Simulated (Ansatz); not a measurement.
**Quasi-harmonic thermodynamics of CdS (Greenockite, P6_3mc)**

Wanted: α(T), C_P(T) and B(T) of CdS (Greenockite) in the quasi-harmonic approximation.

Main program and level: Ansatz 0.2.0; DFT LDA, scalar-relativistic, plane waves, PAW; PAW set soft_1.

The database entry behind the starting cell differs from later determinations by our own check (about 0.35 % long), so it need not match the best structure at ambient conditions.

## (1) Set-up

It takes space group P6_3mc (No. 186, hexagonal). The conventional cell has a = 4.150 Å, b = 4.150 Å, c = 6.737 Å, α = 90.00°, β = 90.00°, γ = 120.00°. Nearest to Cd lie 4 S at 2.53 to 2.54 Å. Nearest to S lie 4 Cd at 2.53 to 2.54 Å. Farther neighbours and most contacts between anions are not listed.

## (2) Probe on a coarse mesh

A cheap single point shows whether the cell is a metal or an insulator and how far it is from rest; that sets the k-mesh and the occupations of what follows.

File input.yaml:

```yaml
crystal:
  lattice:
    - [4.15, 0.0, 0.0]
    - [-2.075, 3.5940054257, 0.0]
    - [0.0, 0.0, 6.737]
  atoms:
    - { symbol: Cd, position: [0.3333333333, 0.6666666667, 0.0] }
    - { symbol: Cd, position: [0.6666666667, 0.3333333333, 0.5] }
    - { symbol: S, position: [0.3333333333, 0.6666666667, 0.375] }
    - { symbol: S, position: [0.6666666667, 0.3333333333, 0.875] }
kpoints:
  mp_grid: { grid: [6, 6, 4] }
hamiltonian:
  xc: lda
  pseudopotentials: { kind: paw, azcp: { folder: soft_1 }, xc_functional: pbe }
scf:
  occupations: { method: gaussian, width: 0.1 }
  lower_state_search: "off"
output:
  forces: true
  stress: true
  eigenvalues: true
```

Command:

```sh
> ansatz run input.yaml --threads 18 --pin off --max-ram 92160MiB --backend cuda --events-out ev --progress --plain --runs-dir out --max-vram 78GiB
```

Numbers of over 12 decimals in the logs are rounded to 6 here.

Output:

```text
Engine: ansatz 0.2.0, aarch64-unknown-linux-gnu
Pseudopotentials: kind: paw
Pseudopotential: Cd, paw, valence charge 20, recommended cutoff 420 eV (normal), soft_1/Cd.paw.azcp
Pseudopotential: S, paw, valence charge 6, recommended cutoff 420 eV (normal), soft_1/S.paw.azcp
Functional definition: SPW92
  exchange = slater_x
  correlation = pw_c
device memory: the entry about to start is reckoned to put 1.3 GiB on a device that reports 143.2 GiB free (of which the cap on the GPU budget leaves the run 78.0 GiB)
GPU FFT provider: cuFFT
GPU libraries: cuBLAS 13.8.1, cuFFT 12.4.0, cuSOLVER 12.3.2
GPU matrix products: emulated (plane waves: as basis.precision tells), large ones in fixed point in workspaces of 1.00 GiB
Crystal: 4 atoms, lattice volume = 100.483 Å³
Basis set: ecut = 420 eV, 1973 PW (Γ)
Bands: 32, of which v1, the nominal top of the filled ones, is band 26 counted from 1 (25 counted from 0)
Symmetry: 12 space group operations
Space group: P63mc (ITA 186), of the structure as read, at distance tolerance 4.6e-5 Å
k-points: 21 of 144 (time reversal used)
Non-local potential: Cd, projectors of the file, l = 0: 3, l = 1: 2, l = 2: 2, l = 3: 1
Non-local potential: S, projectors of the file, l = 0: 2, l = 1: 2, l = 2: 1
PAW form: soft (Blöchl's): semilocal exchange-correlation on the pseudo side does not see the compensation charge
PAW frozen core: Cd, regenerated for the run's functional, and the local potential with it (the file was generated under x = pbe(κ = 0.804, μ = 0.219515), c = pbe(β = 0.066725))
PAW frozen core: S, regenerated for the run's functional, and the local potential with it (the file was generated under x = pbe(κ = 0.804, μ = 0.219515), c = pbe(β = 0.066725))
PAW one-centre angular grid: Cd, 590 points (default); XC on 64 Gauss nodes
PAW one-centre angular grid: S, 110 points (default); XC on 64 Gauss nodes
Initial density: superposition of atomic densities (chi_scale 0.1, normalization cell, long waves kept (reshape's long-wave potential 0.00 eV rms))
Initial wavefunctions: pseudopotential atomic-orbital guess
GPU buffer pool allocated for 43200 grid points (all kernels)
GPU transforms: local potential and band sums: pruned to the plane-wave sphere, on 27×27×45
Functional: x = slater, c = lda
SCF iter   1: F=—  HF=-17977.474640 eV  |F-HF|=—  |Δ(HF+E_count)|=         —  Δρ=2.31e-2  dr2=4.39e-1  ethr=3.10e-3  ⟨swp⟩=7.7  Hψ=3040  notcnv=0
preconditioner: auto → Resta (q_TF=auto, 2.445 Å⁻¹)  ε∞=4.6  [insulator: Δε(μ)=1.129 eV  Ē_g=11.655 eV  σ=0.100 eV  W_gap=1.00  n_scr=22 (ndim 8)  ℏωp=22.2 eV  f_vac=0.075  D(μ)=0.00/eV (n_scr^D=0)  ε∞_Penn≈4.6]
SCF iter   2: F=—  HF=-17977.373394 eV  |F-HF|=—  |Δ(HF+E_count)|=   1.01e-1  Δρ=1.17e-2  dr2=1.11e-1  ethr=8.43e-4  ⟨swp⟩=2.8  Hψ=1245  notcnv=0  defer=42
SCF iter   3: F=—  HF=-17977.353880 eV  |F-HF|=—  |Δ(HF+E_count)|=   1.95e-2  Δρ=3.59e-3  dr2=1.22e-2  ethr=2.14e-4  ⟨swp⟩=2.0  Hψ=708  notcnv=0
automatic band count: iteration 3 solves 30 bands in place of 32: the levels show a gap, and the empty bands left out lie too high to hold charge; the band table lists the bands solved (type scf.n_extra_bands for more)
SCF iter   4: F=—  HF=-17977.351807 eV  |F-HF|=—  |Δ(HF+E_count)|=   2.07e-3  Δρ=7.50e-4  dr2=7.55e-4  ethr=2.35e-5  ⟨swp⟩=2.7  Hψ=1209  notcnv=0
SCF iter   5: F=—  HF=-17977.352174 eV  |F-HF|=—  |Δ(HF+E_count)|=   3.66e-4  Δρ=3.07e-4  dr2=1.29e-4  ethr=1.45e-6  ⟨swp⟩=1.8  Hψ=772  notcnv=0
SCF iter   6: F=—  HF=-17977.351541 eV  |F-HF|=—  |Δ(HF+E_count)|=   6.32e-4  Δρ=4.76e-5  dr2=2.70e-6  ethr=2.49e-7  ⟨swp⟩=2.0  Hψ=711  notcnv=0
SCF iter   7: F=—  HF=-17977.352649 eV  |F-HF|=—  |Δ(HF+E_count)|=   1.11e-3  Δρ=1.37e-5  dr2=1.99e-7  ethr=5.19e-9  ⟨swp⟩=2.1  Hψ=984  notcnv=0
SCF iter   8: F=-17977.352649 eV  HF=-17977.352649 eV  |F-HF|=3.16e-9  |Δ(HF+E_count)|=   1.56e-8  Δρ=3.32e-6  dr2=1.08e-8  ethr=1.92e-10  ⟨swp⟩=6.1  Hψ=2772  notcnv=0
SCF 1 converged in 8 iterations: F = -17977.352649 eV  dr2 = 1.08e-8
  greatest PAW one-centre occupation: 1.001 electrons in one spin orbital (limit 2), on the Cd atom at site 1 (counted from 0), in its partial waves of l = 0
SCF converged after 8 iterations
Free energy (F): -17977.352649 eV
Harris-Foulkes:  -17977.352649 eV  (|F-HF|=3.16e-9)
Internal energy: -17977.352649 eV  (E = F + TS)
E sigma→0 (E₀):  -17977.352649 eV
Fermi energy:    6.908025 eV
--- Per-component energies (eV) ---
  E_band       = -1034.836504
  E_kinetic    = 1092.389061
  E_local      = -8137.168946  (includes V_loc(G=0)·N_el)
  E_nonlocal   = 325.465177
  E_hartree    = 3689.081103
  E_xc         = -486.964671
  E_vxc        = -557.126526  (∫ρ·V_xc dr)
  E_paw        = -9079.602286  (= ΣΔE_a)
  E_vpaw       = -1136.549686  (= ΣTr[D̂ρ^β])
  E_aug_tail   = 0.000604  (compensation charges beyond the density's cutoff)
  E_ewald      = -5382.392226
  E_core_change = 1.839534  (= ΣΔE_core)
  E_smearing   = -0.000000  (= −TS)
  E_closure    = -0.000000  (closes the sum)
  Σ components = -17977.352649   (vs F -17977.352649, Δ=0.00e0)
--- Forces (eV/Å), atoms counted from 1 ---
  atom   1  Cd     0.00000000     0.00000000    -0.06058073
  atom   2  Cd    -0.00000000    -0.00000000    -0.06058073
  atom   3  S      0.00000000     0.00000000     0.06056740
  atom   4  S      0.00000000    -0.00000000     0.06056740
  max |Σ_I F_I| component: 2.67e-5 eV/Å
--- Stress (GPa, compression-positive) ---
       -3.292424       0.000000      -0.000000
       -0.000000      -3.292424       0.000000
       -0.000000       0.000000      -2.730401
  P = ⅓ Tr σ = -3.1051 GPa (-31.051 kbar)
--- Band table (eV; the first three rows and the last of 21) ---
  k-point 0: bands = [... 22 lower, 5.6756, 6.4021, 6.4491, 6.4491, 7.3595, 8.9886, 12.7148, 12.7148]
  k-point 1: bands = [... 22 lower, 5.7820, 5.7820, 6.3282, 6.3282, 8.3051, 9.0625, 12.5433, 12.7893]
  k-point 2: bands = [... 22 lower, 6.0479, 6.0479, 6.0479, 6.0479, 9.0509, 9.0509, 12.3996, 12.3996]
  k-point 20: bands = [... 22 lower, 4.0027, 4.0027, 5.3223, 5.3223, 10.6212, 10.6212, 12.3117, 12.3117]
```

Wall time 1 s (1 × NVIDIA GB200 with 18 threads of Arm Neoverse V2, shared host); peak memory 1.1 GiB; 1.7 s of CPU time.

This step gave:

| Quantity | Value |
| --- | --- |
| pressure | -3.105 GPa |
| gap on the k-mesh | 0.9104 eV |
| volume per atom | 25.12 Å³/atom |

Force by atom:

```tsv
atom	x (eV/Å)	y (eV/Å)	z (eV/Å)	size
Cd1	0.0000	0.0000	-0.0606	0.0606
Cd2	0.0000	0.0000	-0.0606	0.0606
S3	0.0000	0.0000	0.0606	0.0606
S4	0.0000	0.0000	0.0606	0.0606
```

The start is under -3.1 GPa at this level and looks like an insulator or semiconductor on this mesh.

## (3) Relaxation

Phonons are second derivatives about a minimum, so cell and atoms are relaxed first, inside the symmetry of the start.

input.yaml, the sections that differ from step 2:

```yaml
kpoints:
  mp_grid: { grid: [9, 9, 4] }
scf:
  occupations: { method: gaussian, width: 0.02 }
  lower_state_search: "off"
relax:
  adjacent_minimum: "off"
  f_tol: 0.005
  max_steps: 80
  cell: { stress_tol: 0.05 }
# crystal, hamiltonian, output: as in step 2
```

Output:

```text
[...]
Crystal: 4 atoms, lattice volume = 100.483 Å³
Basis set: ecut = 420 eV, 1973 PW (Γ)
Bands: 32, of which v1, the nominal top of the filled ones, is band 26 counted from 1 (25 counted from 0)
Symmetry: 12 space group operations
[...]
k-points: 36 of 324 (time reversal used)
[...]
SCF iter   1: F=—  HF=-17977.476733 eV  |F-HF|=—  |Δ(HF+E_count)|=         —  Δρ=2.31e-2  dr2=4.37e-1  ethr=3.10e-3  ⟨swp⟩=7.8  Hψ=5312  notcnv=0
[...]
SCF iter   2: F=—  HF=-17977.376108 eV  |F-HF|=—  |Δ(HF+E_count)|=   1.01e-1  Δρ=1.17e-2  dr2=1.10e-1  ethr=8.40e-4  ⟨swp⟩=2.9  Hψ=2169  notcnv=0  defer=72
[...]
SCF iter   8: F=-17977.355506 eV  HF=-17977.355506 eV  |F-HF|=2.58e-9  |Δ(HF+E_count)|=   7.65e-8  Δρ=2.04e-6  dr2=6.15e-9  ethr=1.92e-10  ⟨swp⟩=10.4  Hψ=5277  notcnv=0
SCF 1 converged in 8 iterations: F = -17977.355506 eV  dr2 = 6.15e-9
[...]
relax step   1: F+E_penalty+E_count = -17977.35550604 eV  Δ(F+E_penalty+E_count) = +0.000e0 eV  max|allowed force component| = 6.167e-2 eV/Å  Δτ_max = 0.0000 Å  P = -3.109 GPa  Ω = 100.483 Å³  (8 SCF iters, dr2 threshold 1.00e-7 eV, accepted)
[...]
Crystal: 4 atoms, lattice volume = 95.080 Å³
Basis set: ecut = 420 eV, 1811 PW (Γ)
[...]
iter 1 solved again at ethr=8.49e-6 eV; its pass at ethr=3.10e-3 eV (dr2=4.42e-3 eV) is discarded
[...]
SCF iter   2: F=—  HF=-17977.408167 eV  |F-HF|=—  |Δ(HF+E_count)|=   1.02e-3  Δρ=8.53e-4  dr2=1.02e-3  ethr=8.49e-6  ⟨swp⟩=2.1  Hψ=1366  notcnv=0
[...]
SCF iter   6: F=-17977.408610 eV  HF=-17977.408610 eV  |F-HF|=1.32e-7  |Δ(HF+E_count)|=   1.31e-8  Δρ=1.48e-5  dr2=1.49e-7  ethr=7.69e-10  ⟨swp⟩=6.5  Hψ=5435  notcnv=0
SCF 2 converged in 6 iterations: F = -17977.408610 eV  dr2 = 1.49e-7
[...]
relax step   2: F+E_penalty+E_count = -17977.40861006 eV  Δ(F+E_penalty+E_count) = -5.310e-2 eV  max|allowed force component| = 1.558e-2 eV/Å  Δτ_max = 0.0027 Å  P = +0.241 GPa  Ω = 95.080 Å³  energy of the carried Pulay correction = +8.186e-4 eV  (6 SCF iters, dr2 threshold 4.00e-7 eV, accepted)
[...]
Crystal: 4 atoms, lattice volume = 95.442 Å³
[...]
SCF iter   4: F=-17977.408850 eV  HF=-17977.408850 eV  |F-HF|=3.31e-8  |Δ(HF+E_count)|=   2.87e-8  Δρ=8.00e-6  dr2=9.30e-8  ethr=5.94e-10  ⟨swp⟩=6.1  Hψ=5097  notcnv=0
SCF 3 converged in 4 iterations: F = -17977.408850 eV  dr2 = 9.30e-8
relax step   3: F+E_penalty+E_count = -17977.40885044 eV  Δ(F+E_penalty+E_count) = -2.404e-4 eV  max|allowed force component| = 5.844e-3 eV/Å  Δτ_max = 0.0003 Å  P = -0.018 GPa  Ω = 95.442 Å³  energy of the carried Pulay correction = +7.624e-4 eV  (4 SCF iters, dr2 threshold 3.09e-7 eV, accepted)
[...]
relax step   4: F+E_penalty+E_count = -17977.40886219 eV  Δ(F+E_penalty+E_count) = -1.176e-5 eV  max|allowed force component| = 1.464e-4 eV/Å  Δτ_max = 0.0006 Å  P = +0.000 GPa  Ω = 95.417 Å³  energy of the carried Pulay correction = +7.662e-4 eV  (5 SCF iters, dr2 threshold 2.13e-9 eV, accepted)
[...]
SCF iter   1: F=—  HF=-17977.406937 eV  |F-HF|=—  |Δ(HF+E_count)|=         —  Δρ=6.44e-5  dr2=6.66e-7  ethr=6.01e-7  ⟨swp⟩=3.9  Hψ=8791  notcnv=0
[...]
SCF iter   2: F=—  HF=-17977.408124 eV  |F-HF|=—  |Δ(HF+E_count)|=   1.19e-3  Δρ=3.09e-5  dr2=2.16e-7  ethr=1.28e-9  ⟨swp⟩=3.0  Hψ=2412  notcnv=0
[...]
SCF iter   5: F=-17977.408124 eV  HF=-17977.408124 eV  |F-HF|=3.64e-12  |Δ(HF+E_count)|=   3.94e-9  Δρ=1.21e-7  dr2=1.57e-11  ethr=1.00e-12  ⟨swp⟩=4.0  Hψ=5518  notcnv=0
SCF 5 converged in 5 iterations: F = -17977.408124 eV  dr2 = 1.57e-11
relax step   5: F+E_penalty+E_count = -17977.40812436 eV  Δ(F+E_penalty+E_count) = +7.378e-4 eV  max|allowed force component| = 1.470e-4 eV/Å  Δτ_max = 0.0000 Å  P = -0.002 GPa  Ω = 95.417 Å³  stress off target by 2.18e-3 GPa  SCF on the basis re-selected at this cell (its energy is not comparable with the rows above)  (5 SCF iters)
basis re-selected at this cell: Δ(F+E_penalty+E_count) = +7.378e-4 eV, ΔP = -0.002 GPa vs the last step (what re-selecting the basis moved, of the pressure what is left beyond the Pulay correction that the steps carried, after the strain that the cell walked since its last selection, with what the two solves' SCF thresholds leave and, on support functions, any second-order correction that the steps lacked; it is no measure of the basis error at this ecutwfc). The dense FFT grid was sized anew with the basis: this SCF ran on 30×30×45 points, the steps before it on 30×30×48, so part of this shift can come from that change (see relax.cell in the input reference). [rest of the remark cut]
SCF converged after 5 iterations
Free energy (F): -17977.408124 eV
[...]
Internal energy: -17977.408124 eV  (E = F + TS)
E sigma→0 (E₀):  -17977.408124 eV
Fermi energy:    7.709205 eV
[...]
--- Forces (eV/Å), atoms counted from 1 ---
  atom   1  Cd    -0.00000000     0.00000000    -0.00014688
  atom   2  Cd     0.00000000    -0.00000000    -0.00014688
  atom   3  S     -0.00000000    -0.00000000     0.00014704
  atom   4  S     -0.00000000     0.00000000     0.00014704
  max |Σ_I F_I| component: 3.14e-7 eV/Å
--- Stress (GPa, compression-positive) ---
       -0.001533      -0.000000      -0.000000
       -0.000000      -0.001533       0.000000
       -0.000000       0.000000      -0.002182
  P = ⅓ Tr σ = -0.0017 GPa (-0.017 kbar)
--- Band table (eV; the first three rows and the last of 36) ---
  k-point 0: bands = [... 22 lower, 6.3625, 7.1344, 7.1960, 7.1960, 8.2222, 9.8052, 13.4642, 13.4642, ... 2 higher]
  k-point 1: bands = [... 22 lower, 6.4767, 6.4767, 7.0652, 7.0652, 9.1680, 9.8838, 13.2532, 13.5383, ... 2 higher]
  k-point 2: bands = [... 22 lower, 6.7627, 6.7627, 6.7627, 6.7627, 9.9010, 9.9010, 13.1790, 13.1790, ... 2 higher]
  k-point 35: bands = [... 22 lower, 4.5099, 4.5099, 5.9503, 5.9503, 11.4491, 11.4491, 13.0563, 13.0563, ... 2 higher]
--- Relaxed structure (4 steps of the walk, 4 accepted, 1 SCFs on fresh bases) ---
  F+E_penalty+E_count = -17977.40812436 eV   max|allowed force component| = 1.470e-4 eV/Å   (the final SCF, on the basis selected at the relaxed cell)
  cell:  # Å, volume = 95.4171 Å³
    - [4.073844, 0, -2.0130318671242067e-17]
    - [-2.036922, 3.528052, 1.0065159335621038e-17]
    - [-3.267902575620725e-17, 0, 6.638761]
  atoms:
    - { symbol: Cd, position: [0.333333, 0.666667, -0.000535719] }
    - { symbol: Cd, position: [0.666667, 0.333333, 0.499464] }
    - { symbol: S, position: [0.333333, 0.666667, 0.375536] }
    - { symbol: S, position: [0.666667, 0.333333, 0.875536] }
```

The job ended after 4.8 s (1 × NVIDIA GB200 with 18 threads; peak memory 1.1 GiB; 11 s of CPU time).

The steps of the relaxation:

```tsv
step	energy less that of the first step (eV)	largest force component (eV/Å)	pressure (GPa)	volume (Å³)
1	0.0000	0.0617	-3.11	100.48
2	-0.0531	0.0156	0.24	95.08
3	-0.0533	0.0058	-0.02	95.44
4	-0.0534	0.0001	0.00	95.42
5*	-0.0526	0.0001	0.00	95.42
```

Relaxation steps marked * repeat the geometry before them on a plane-wave basis chosen anew for their cell, so energy and pressure can jump there.

Forces are held to the 12 operations that the run works with; a distortion that breaks them can't arise in this run.

```tsv
conventional cell, symmetrised	before	after	change
a (Å)	4.150	4.074	-1.8 %
b (Å)	4.150	4.074	-1.8 %
c (Å)	6.737	6.639	-1.5 %
volume (Å³/atom)	25.12	23.85	-5.0 %
```

Final coordinates:

```cif
data_structure
_symmetry_space_group_name_H-M 'P 1'
_symmetry_Int_Tables_number 1
_cell_length_a 4.0738
_cell_length_b 4.0738
_cell_length_c 6.6388
_cell_angle_alpha 90.000
_cell_angle_beta 90.000
_cell_angle_gamma 120.000
_cell_volume 95.42
loop_
_atom_site_label
_atom_site_type_symbol
_atom_site_fract_x
_atom_site_fract_y
_atom_site_fract_z
_atom_site_occupancy
Cd1 Cd 0.33333 0.66667 0.99946 1
Cd2 Cd 0.66667 0.33333 0.49946 1
S3 S 0.33333 0.66667 0.37554 1
S4 S 0.66667 0.33333 0.87554 1
```

Numbers from this step:

```yaml
pressure: -0.001749 GPa
gap_on_the_k_mesh: 1.026 eV
volume_per_atom: 23.85 Å³/atom
```

The relaxation ends with a largest force component of 1.5e-4 eV/Å and a pressure of 0.00 GPa.

## (4) Relaxing to small residual forces and stress

The thresholds are tightened for a last relaxation ahead of the phonons, and where mesh or smearing change with them the cell follows.

input.yaml, the sections that differ from step 3:

```yaml
crystal:
  lattice:
    - [4.0738436099, 0.0, 0.0]
    - [-2.0369218049, 3.5280520572, 0.0]
    - [0.0, 0.0, 6.6387608611]
  atoms:
    - { symbol: Cd, position: [0.3333333333, 0.6666666667, -0.0005357185] }
    - { symbol: Cd, position: [0.6666666667, 0.3333333333, 0.4994642815] }
    - { symbol: S, position: [0.3333333333, 0.6666666667, 0.3755357185] }
    - { symbol: S, position: [0.6666666667, 0.3333333333, 0.8755357185] }
scf:
  occupations: { method: fixed }
  lower_state_search: "off"
relax:
  adjacent_minimum: "off"
  f_tol: 0.001
  max_steps: 60
  cell: { stress_tol: 0.01 }
# kpoints, hamiltonian, output: as in step 3
```

Output:

```text
[...]
GPU FFT provider: cuFFT
GPU libraries: cuBLAS 13.8.1, cuFFT 12.4.0, cuSOLVER 12.3.2
[...]
Crystal: 4 atoms, lattice volume = 95.417 Å³
Basis set: ecut = 420 eV, 1811 PW (Γ)
Bands: 32, of which v1, the nominal top of the filled ones, is band 26 counted from 1 (25 counted from 0)
Symmetry: 12 space group operations
[...]
--- Relaxed structure (1 steps of the walk, 1 accepted, 1 SCFs on fresh bases) ---
[...]
cell:  # Å, volume = 95.4171 Å³
    - [4.073844, -2.8867386699071066e-11, 0.0]
    - [-2.036922, 3.528052, 0.0]
    - [0.0, 0.0, 6.6387608611]
  atoms:
    - { symbol: Cd, position: [0.333333, 0.666667, -0.000535718] }
    - { symbol: Cd, position: [0.666667, 0.333333, 0.499464] }
    - { symbol: S, position: [0.333333, 0.666667, 0.375536] }
    - { symbol: S, position: [0.666667, 0.333333, 0.875536] }
[key lines of the parts left out:]
SCF converged after 8 iterations
Free energy (F): -17977.408124 eV
Fermi energy:    7.195980 eV
P = ⅓ Tr σ = -0.0017 GPa (-0.017 kbar)
```

Wall time 2 s (1 × NVIDIA GB200 with 18 threads); peak memory 1 GiB.

Little changed from the start: no atom moved by 0.005 Å and no cell edge by 0.1 %.

This step gave:

* pressure: -0.001750 GPa

The residual pressure is -0.0017 GPa, small enough for phonons.

(Continued in part 2 of 2.)

[Logs are printed without paths, hosts, clocks, repeated set-up lines and the standing remarks that a program may print on its own settings, such as how far it seeks lower states.]

[Hosts, paths, dates, database ids (printed as entryN), source tags and the programs' standing remarks are cut or masked in the printed files.]

[A step with changed settings may run another functional than the one named; its input shows which.]
